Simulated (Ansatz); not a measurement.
## Changed inputs in constrained RPA: KOsF3 (cubic perovskite) (Pm-3m)

Aim: hold the target of a cRPA run on KOsF3 (cubic perovskite) (Pm-3m) and move one thing at a time.

Program: Ansatz 0.2.0. Level of theory: constrained RPA on PBE, plane waves, PAW. Results are calculated unless marked as measured.

The structure was built from a prototype and need not be the compound's stable phase.

## Step 1: The starting structure

Symmetry: Pm-3m, No. 221, cubic system. The conventional cell has a = 4.266 Å, b = 4.266 Å, c = 4.266 Å, α = 90.00°, β = 90.00°, γ = 90.00°. Nearest to K lie 12 F at 3.02 Å. Os has 6 F at 2.13 Å nearest. F has 2 Os at 2.13 Å and 4 K at 3.02 Å nearest. Farther neighbours and most contacts between anions are not listed.

The structure was relaxed with PBE. The structure type comes from a generator and need not be one that this composition takes. The structure was generated from a model, not taken from a measurement. The runs that relaxed it are not among those shown. The program's search for lower electronic states was switched off, so nothing shows that the state found is the lowest. Spin-orbit coupling is left out unless a step names it. The default PAW set here is soft_2. Its files were made with PBE.

## Step 2: Base: Os d, bands v3 to c2, 4×4×4 mesh, medium accuracy

Constrained RPA screens the interaction with every transition except those inside the target bands, which a later many-body model would treat itself.

input.yaml reads:

```yaml
crystal:
  lattice:
    - [0.0, -4.26574231, 0.0]
    - [0.0, 0.0, 4.26574231]
    - [-4.26574231, 0.0, 0.0]
  atoms:
    - { symbol: K, position: [0.0, 0.0, 0.0] }
    - { symbol: Os, position: [0.5, 0.5, 0.5] }
    - { symbol: F, position: [0.5, 0.5, 0.0] }
    - { symbol: F, position: [0.5, 0.0, 0.5] }
    - { symbol: F, position: [0.0, 0.5, 0.5] }
kpoints:
  mp_grid: { grid: [8, 8, 8] }
hamiltonian:
  xc: pbe
scf:
  occupations: { method: gaussian, width: 0.08 }
  n_extra_bands: 19
  max_iter: 150
  lower_state_search: "off"
output:
  crpa:
    kmesh: [4, 4, 4]
    target_bands: [v3, c2]
    projections: [{ species: Os, l: d, shell: 5 }]
  local_orbitals:
    kmesh: [8, 8, 8]
    orbitals: [{ species: Os, l: d, shell: 5 }]
    window: { bands: [v3, c2] }
    seedname: lo
```

The run is started by

```console
$ ansatz run input.yaml --threads 4 --pin off --max-ram 9216MiB --backend cpu --events-out ev --progress --plain --runs-dir out
```

Numbers of over 12 decimals in the logs are rounded to 6 here.

What it wrote:

```text
scf.n_extra_bands = 19 over 23 filled bands (N_el = 46.0): the run solves 42 bands
Engine: ansatz 0.2.0, aarch64-unknown-linux-gnu
Pseudopotentials: kind: paw
Pseudopotential: K, paw, valence charge 9, recommended cutoff 420 eV (normal), K.paw.azcp
Pseudopotential: Os, paw, valence charge 16, recommended cutoff 420 eV (normal), Os.paw.azcp
Pseudopotential: F, paw, valence charge 7, recommended cutoff 420 eV (normal), F.paw.azcp
Functional definition: PBE
  parameter kappa = 0.804
  parameter beta = 0.066725
  exchange = pbe_x(kappa = kappa, mu = beta*pi^2/3)
  correlation = pbe_c(beta = beta)
Crystal: 5 atoms, lattice volume = 77.622 Å³
Basis set: ecut = 420 eV, 1503 PW (Γ)
Bands: 42, of which v1, the nominal top of the filled ones, is band 23 counted from 1 (22 counted from 0)
Symmetry: 48 space group operations
Space group: Pm-3m (ITA 221), of the structure as read, at distance tolerance 4.3e-5 Å
k-points: 35 of 512
Non-local potential: K, projectors of the file, l = 0: 3, l = 1: 2, l = 2: 2
Non-local potential: Os, projectors of the file, l = 0: 3, l = 1: 2, l = 2: 2, l = 3: 1
Non-local potential: F, projectors of the file, l = 0: 2, l = 1: 2, l = 2: 1
PAW form: soft (Blöchl's): semilocal exchange-correlation on the pseudo side does not see the compensation charge
PAW one-centre angular grid: K, 110 points (default); XC on 64 Gauss nodes
PAW one-centre angular grid: Os, 590 points (default); XC on 64 Gauss nodes
PAW one-centre angular grid: F, 110 points (default); XC on 64 Gauss nodes
Initial density: superposition of atomic densities (neutral atoms: chi_scale 0, normalization atom), corrected by the library's trained network
Initial wavefunctions: pseudopotential atomic-orbital guess
Functional: x = pbe(κ = 0.804, μ = 0.219515), c = pbe(β = 0.066725)
SCF iter   1: F=—  HF=-15345.232350 eV  |F-HF|=—  |Δ(HF+E_count)|=         —  Δρ=9.46e-3  dr2=2.14e-2  ethr=1.77e-3  ⟨swp⟩=5.3  Hψ=6312  notcnv=0  defer=237
preconditioner: auto → LDOS  [metal: Δε(μ)=0.064 eV  Ē_g=19.685 eV  σ=0.080 eV  W_gap=0.42  n_scr=18 (ndim 8)  ℏωp=25.3 eV  f_vac=0.081  D(μ)=2.88/eV (n_scr^D=26)  β→1.0]
SCF iter   2: F=—  HF=-15345.233867 eV  |F-HF|=—  |Δ(HF+E_count)|=   1.52e-3  Δρ=2.55e-3  dr2=4.13e-3  ethr=4.66e-5  ⟨swp⟩=2.1  Hψ=2246  notcnv=0  defer=310
SCF iter   3: F=—  HF=-15345.232744 eV  |F-HF|=—  |Δ(HF+E_count)|=   1.12e-3  Δρ=1.39e-3  dr2=9.83e-4  ethr=8.98e-6  ⟨swp⟩=2.0  Hψ=1747  notcnv=0  defer=310
SCF iter   4: F=—  HF=-15345.232546 eV  |F-HF|=—  |Δ(HF+E_count)|=   1.98e-4  Δρ=5.17e-4  dr2=1.73e-4  ethr=2.14e-6  ⟨swp⟩=2.6  Hψ=1546  notcnv=0  defer=310
SCF iter   5: F=—  HF=-15345.232508 eV  |F-HF|=—  |Δ(HF+E_count)|=   3.81e-5  Δρ=1.11e-4  dr2=8.91e-6  ethr=3.75e-7  ⟨swp⟩=2.1  Hψ=1472  notcnv=0  defer=310
SCF iter   6: F=-15345.232506 eV  HF=-15345.232506 eV  |F-HF|=3.47e-8  |Δ(HF+E_count)|=   2.03e-6  Δρ=8.56e-6  dr2=4.83e-8  ethr=2.17e-10  ⟨swp⟩=10.0  Hψ=7386  notcnv=0
SCF 1 converged in 6 iterations: F = -15345.232506 eV  dr2 = 4.83e-8
[...]
NSCF: frozen V_eff on 38 k-points
NSCF: frozen V_eff on 10 k-points
[...]
cRPA screening: q 1/64
cRPA screening: q 2/64
cRPA screening: q 8/64 (q-point 3)
cRPA screening: q 11/64 (q-point 6)
cRPA screening: q 23/64 (q-point 7)
cRPA screening: q 35/64 (q-point 11)
cRPA screening: q 38/64 (q-point 22)
cRPA screening: q 46/64 (q-point 23)
cRPA screening: q 58/64 (q-point 27)
cRPA screening: q 64/64 (q-point 43)
SCF converged after 6 iterations
Free energy (F): -15345.232506 eV
Harris-Foulkes:  -15345.232506 eV  (|F-HF|=3.47e-8)
Internal energy: -15345.222634 eV  (E = F + TS)
E sigma→0 (E₀):  -15345.227570 eV
Entropy (-TS):   -0.009872 eV (-1.974 meV/atom)
Fermi energy:    9.191928 eV
--- Per-component energies (eV) ---
  E_band       = -459.983930
  E_kinetic    = 1443.045355
  E_local      = -4069.902174  (includes V_loc(G=0)·N_el)
  E_nonlocal   = 230.677821
  E_hartree    = 1563.108579
  E_xc         = -639.306774
  E_vxc        = -752.794060  (∫ρ·V_xc dr)
  E_paw        = -10395.713391  (= ΣΔE_a)
  E_vpaw       = -437.236180  (= ΣTr[D̂ρ^β])
  E_aug_tail   = 0.005917  (compensation charges beyond the density's cutoff)
  E_ewald      = -3477.137968
  E_smearing   = -0.009872  (= −TS)
  E_closure    = 0.000000  (closes the sum)
  Σ components = -15345.232506   (vs F -15345.232506, Δ=0.00e0)
--- Band table (eV; the first three rows and the last of 35) ---
  k-point 0: bands = [... 19 lower, 2.9314, 7.5855, 7.5855, 7.5855, 9.0917, 9.0917, 9.3172, 13.8155, ... 15 higher]
  k-point 1: bands = [... 19 lower, 2.9146, 7.5942, 7.7306, 7.7306, 9.0977, 9.2857, 9.6913, 13.9058, ... 15 higher]
  k-point 2: bands = [... 19 lower, 2.8933, 7.6156, 8.0741, 8.0741, 9.1117, 9.5393, 10.7529, 14.0342, ... 15 higher]
  k-point 34: bands = [... 19 lower, 3.3763, 9.2486, 9.2486, 9.2486, 12.3769, 12.3769, 13.6890, 13.6890, ... 15 higher]
--- cRPA (band scheme, projected local orbitals): target bands 21..25 (1-based), 5 Wannier function(s), 4×4×4 mesh, 50 bands' worth read of 55 solved, ecut_chi 136.0 eV, v(q+G=0) probe_charge, pair densities all_electron ---
  bands read: the sum over 50 bands ends inside a degenerate multiplet in 7 slots, whose members it reads at an even weight; the widest, k=42: bands 49 to 51 (counted from 1) at 2/3 each
  χ-basis size per q: N_G = 257..288
  window electrons = 6.0000, filled by tetrahedron_uncorrected; constrained ε̄⁻¹(q = 0, 0) head = 0.367100; min gauge Gram eig = 0.5160
  Kanamori averages over each shell's own Wannier functions (sites counted from 0, functions from 1):
    Site 1, 5D, 5 of 5 d orbitals (Wannier functions 1, 2, 3, 4, 5; wannier90's mr 1, 2, 3, 4, 5):
      screened: U = 4.8960 eV, U' = 4.1638 eV, J = 0.3347 eV
      screened d-shell averages: U_bar = F0 = 4.3103 eV, J_bar = 0.4812 eV
      screened, to within: U = 8.0e-3 eV, U' = 8.0e-3 eV, J = 6.1e-4 eV
      screened d-shell averages, to within: U_bar = 6.8e-3 eV, J_bar = 9.2e-4 eV
      bare: V = 12.7105 eV, V' = 11.7223 eV, J = 0.4648 eV
      bare d-shell averages: V_bar = F0 = 11.9199 eV, J_bar = 0.6624 eV
  Hermiticity witness max|P − P†| over intra, direct and exchange elements: 5.33e-15 eV (screened), 4.61e-19 eV (bare)
  Reality witness max|Im| over intra, direct and exchange elements: 1.07e-17 eV (screened), 3.23e-17 eV (bare)
```

The job ended after 2.3 min (4 threads of Arm Neoverse N1, shared host; peak memory 0.62 GiB; 8.8 min of CPU time).

The column dr2 measures how far the density is from self-consistency, as an energy; F and HF (Harris–Foulkes) agree once it is small.

This step gave:

```
U                                                 : 4.896 eV
U prime (inter-orbital)                           : 4.164 eV
J                                                 : 0.3347 eV
bare V                                            : 12.71 eV
bare J                                            : 0.4648 eV
stated bound on U                                 : 0.007920 eV
U over bare V                                     : 0.3852
electrons in the window                           : 6.000
head of the constrained inverse dielectric matrix : 0.3671
least eigenvalue of the projection's overlap      : 0.5160
target functions                                  : 5
bands in the sums                                 : 50
r.m.s. miss of the model bands                    : 0.002413 eV
width of the target bands                         : 4.793 eV
weight of the projected orbitals in the window    : 0.8376
```

On the Os d shell, screening brings the on-site interaction from 12.7 eV down to U = 4.90 eV.

## Step 3: Changed: 2×2×2 mesh

input.yaml: that of step 2 with these lines changed.

```diff
@@ -22,9 +22,4 @@
   crpa:
-    kmesh: [4, 4, 4]
+    kmesh: [2, 2, 2]
     target_bands: [v3, c2]
     projections: [{ species: Os, l: d, shell: 5 }]
-  local_orbitals:
-    kmesh: [8, 8, 8]
-    orbitals: [{ species: Os, l: d, shell: 5 }]
-    window: { bands: [v3, c2] }
-    seedname: lo
```

What it wrote:

```text
[...]
Crystal: 5 atoms, lattice volume = 77.622 Å³
Basis set: ecut = 420 eV, 1503 PW (Γ)
Bands: 42, of which v1, the nominal top of the filled ones, is band 23 counted from 1 (22 counted from 0)
Symmetry: 48 space group operations
[...]
k-points: 35 of 512
[...]
SCF iter   1: F=—  HF=-15345.232350 eV  |F-HF|=—  |Δ(HF+E_count)|=         —  Δρ=9.46e-3  dr2=2.14e-2  ethr=1.77e-3  ⟨swp⟩=5.3  Hψ=6312  notcnv=0  defer=237
[...]
SCF iter   6: F=-15345.232506 eV  HF=-15345.232506 eV  |F-HF|=3.47e-8  |Δ(HF+E_count)|=   2.03e-6  Δρ=8.56e-6  dr2=4.83e-8  ethr=2.17e-10  ⟨swp⟩=10.0  Hψ=7386  notcnv=0
SCF 1 converged in 6 iterations: F = -15345.232506 eV  dr2 = 4.83e-8
[...]
NSCF: frozen V_eff on 4 k-points
[...]
cRPA screening: q 1/8
cRPA screening: q 2/8
cRPA screening: q 5/8 (q-point 4)
cRPA screening: q 8/8
SCF converged after 6 iterations
Free energy (F): -15345.232506 eV
[...]
Internal energy: -15345.222634 eV  (E = F + TS)
E sigma→0 (E₀):  -15345.227570 eV
Entropy (-TS):   -0.009872 eV (-1.974 meV/atom)
Fermi energy:    9.191928 eV
[...]
--- Band table (eV; the first three rows and the last of 35) ---
  k-point 0: bands = [... 19 lower, 2.9314, 7.5855, 7.5855, 7.5855, 9.0917, 9.0917, 9.3172, 13.8155, ... 15 higher]
  k-point 1: bands = [... 19 lower, 2.9146, 7.5942, 7.7306, 7.7306, 9.0977, 9.2857, 9.6913, 13.9058, ... 15 higher]
  k-point 2: bands = [... 19 lower, 2.8933, 7.6156, 8.0741, 8.0741, 9.1117, 9.5393, 10.7529, 14.0342, ... 15 higher]
  k-point 34: bands = [... 19 lower, 3.3763, 9.2486, 9.2486, 9.2486, 12.3769, 12.3769, 13.6890, 13.6890, ... 15 higher]
[...]
χ-basis size per q: N_G = 257..288
[...]
screened: U = 5.1523 eV, U' = 4.4041 eV, J = 0.3437 eV
      screened d-shell averages: U_bar = F0 = 4.5537 eV, J_bar = 0.4933 eV
      screened, to within: U = 7.7e-3 eV, U' = 7.7e-3 eV, J = 6.2e-4 eV
      screened d-shell averages, to within: U_bar = 6.5e-3 eV, J_bar = 9.1e-4 eV
      bare: V = 13.1322 eV, V' = 12.1276 eV, J = 0.4773 eV
      bare d-shell averages: V_bar = F0 = 12.3285 eV, J_bar = 0.6782 eV
[...]
```

The job ended after 19 s (4 threads; peak memory 0.53 GiB; 64 s of CPU time).

This step gave:

- U: 5.152 eV
- U prime (inter-orbital): 4.404 eV
- J: 0.3437 eV
- bare V: 13.13 eV
- bare J: 0.4773 eV
- stated bound on U: 0.007609 eV
- U over bare V: 0.3923
- electrons in the window: 6.000
- head of the constrained inverse dielectric matrix: 0.3354
- least eigenvalue of the projection's overlap: 0.5483
- target functions: 5
- bands in the sums: 50
- width of the target bands: 4.793 eV
- weight of the projected orbitals in the window: 0.8376

On the Os d shell, screening brings the on-site interaction from 13.1 eV down to U = 5.15 eV.

## Step 4: Changed: 6×6×6 mesh

input.yaml: that of step 3 with these lines changed.

```diff
@@ -22,3 +22,3 @@
   crpa:
-    kmesh: [2, 2, 2]
+    kmesh: [6, 6, 6]
     target_bands: [v3, c2]
```

What it wrote:

```text
[...]
Crystal: 5 atoms, lattice volume = 77.622 Å³
Basis set: ecut = 420 eV, 1503 PW (Γ)
Bands: 42, of which v1, the nominal top of the filled ones, is band 23 counted from 1 (22 counted from 0)
Symmetry: 48 space group operations
[...]
k-points: 35 of 512
[...]
χ-basis size per q: N_G = 257..292
[...]
screened: U = 4.8133 eV, U' = 4.0834 eV, J = 0.3326 eV
      screened d-shell averages: U_bar = F0 = 4.2294 eV, J_bar = 0.4786 eV
      screened, to within: U = 7.9e-3 eV, U' = 7.9e-3 eV, J = 6.1e-4 eV
      screened d-shell averages, to within: U_bar = 6.7e-3 eV, J_bar = 9.1e-4 eV
      bare: V = 12.6402 eV, V' = 11.6537 eV, J = 0.4625 eV
      bare d-shell averages: V_bar = F0 = 11.8510 eV, J_bar = 0.6598 eV
[...]
[key lines of the parts left out:]
SCF converged after 6 iterations
Free energy (F): -15345.232506 eV
Fermi energy:    9.191928 eV
```

Elapsed: 14 min, on 4 threads; peak memory 0.88 GiB; 53 min of CPU time.

This step gave:

```yaml
u: 4.813 eV
u_prime_inter_orbital: 4.083 eV
j: 0.3326 eV
bare_v: 12.64 eV
bare_j: 0.4625 eV
stated_bound_on_u: 0.007845 eV
u_over_bare_v: 0.3808
electrons_in_the_window: 6.000
head_of_the_constrained_inverse_dielectric_matrix: 0.3666
least_eigenvalue_of_the_projection_s_overlap: 0.5234
target_functions: 5
bands_in_the_sums: 50
width_of_the_target_bands: 4.793 eV
weight_of_the_projected_orbitals_in_the_window: 0.8376
```

On the Os d shell, screening brings the on-site interaction from 12.6 eV down to U = 4.81 eV.

## Step 5: Changed: smooth pair densities

input.yaml: that of step 4 with these lines changed.

```diff
@@ -22,4 +22,5 @@
   crpa:
-    kmesh: [6, 6, 6]
+    kmesh: [4, 4, 4]
     target_bands: [v3, c2]
     projections: [{ species: Os, l: d, shell: 5 }]
+    pair_densities: pseudo
```

What it wrote:

```text
[...]
Crystal: 5 atoms, lattice volume = 77.622 Å³
Basis set: ecut = 420 eV, 1503 PW (Γ)
Bands: 42, of which v1, the nominal top of the filled ones, is band 23 counted from 1 (22 counted from 0)
Symmetry: 48 space group operations
[...]
k-points: 35 of 512
[...]
screened, to within: U = 7.9e-3 eV, U' = 7.9e-3 eV, J = 3.5e-4 eV
      screened d-shell averages, to within: U_bar = 7.0e-3 eV, J_bar = 5.9e-4 eV
      screened, sum over states alone: U = 5.2508 eV, U' = 4.3691 eV, J = 0.3997 eV
      screened d-shell averages, sum over states alone: U_bar = F0 = 4.5454 eV, J_bar = 0.5760 eV
      bare: V = 12.7105 eV, V' = 11.7223 eV, J = 0.4648 eV
      bare d-shell averages: V_bar = F0 = 11.9199 eV, J_bar = 0.6624 eV
[...]
[key lines of the parts left out:]
SCF converged after 6 iterations
Free energy (F): -15345.232506 eV
Fermi energy:    9.191928 eV
```

Elapsed: 2.1 min, on 4 threads; peak memory 0.55 GiB; 8.1 min of CPU time.

This step gave:

* U: 4.922 eV
* U prime (inter-orbital): 4.166 eV
* J: 0.3464 eV
* bare V: 12.71 eV
* bare J: 0.4648 eV
* stated bound on U: 0.007872 eV
* U over bare V: 0.3872
* electrons in the window: 6.000
* head of the constrained inverse dielectric matrix: 0.3675
* least eigenvalue of the projection's overlap: 0.5160
* target functions: 5
* bands in the sums: 50
* width of the target bands: 4.793 eV
* weight of the projected orbitals in the window: 0.8376

On the Os d shell, screening brings the on-site interaction from 12.7 eV down to U = 4.92 eV.

## Step 6: Changed: sums over states

input.yaml: that of step 5 with these lines changed.

```diff
@@ -25,2 +25,4 @@
     projections: [{ species: Os, l: d, shell: 5 }]
-    pair_densities: pseudo
+    accuracy: sum_over_states
+    n_empty_bands: 46
+    ecut_chi: 250
```

What it wrote:

```text
[...]
Crystal: 5 atoms, lattice volume = 77.622 Å³
Basis set: ecut = 420 eV, 1503 PW (Γ)
Bands: 42, of which v1, the nominal top of the filled ones, is band 23 counted from 1 (22 counted from 0)
Symmetry: 48 space group operations
[...]
k-points: 35 of 512
[...]
χ-basis size per q: N_G = 672..739
[...]
U and J over all bands: no bound (output.crpa.accuracy: sum_over_states); those below are of the sums over the bands read on the sphere of ecut_chi, with what the atoms add
[...]
screened: U = 5.0346 eV, U' = 4.2220 eV, J = 0.3716 eV
      screened d-shell averages: U_bar = F0 = 4.3845 eV, J_bar = 0.5341 eV
      bare: V = 12.7105 eV, V' = 11.7223 eV, J = 0.4648 eV
      bare d-shell averages: V_bar = F0 = 11.9199 eV, J_bar = 0.6624 eV
[...]
[key lines of the parts left out:]
SCF converged after 6 iterations
Free energy (F): -15345.232506 eV
Fermi energy:    9.191928 eV
```

The job ended after 23 s (4 threads; peak memory 0.59 GiB; 85 s of CPU time).

This variant gives U = 5.03 eV against 4.90 eV. It is a finite sum over empty states with no bound on its error and stays out of the table below.

[end of part 1 of 2]

[Paths, hosts, dates, memory and timing lines, banners, echoed tables and standing remarks are left out of the program output.]

[Logs are printed without paths, hosts, clocks, repeated set-up lines and the standing remarks that a program may print on its own settings, such as how far it seeks lower states.]

[Runs of the session that timed out or met a known fault of the program may be left out.]

[Hosts, paths, dates, database ids (printed as entryN), source tags and the programs' standing remarks are cut or masked in the printed files.]
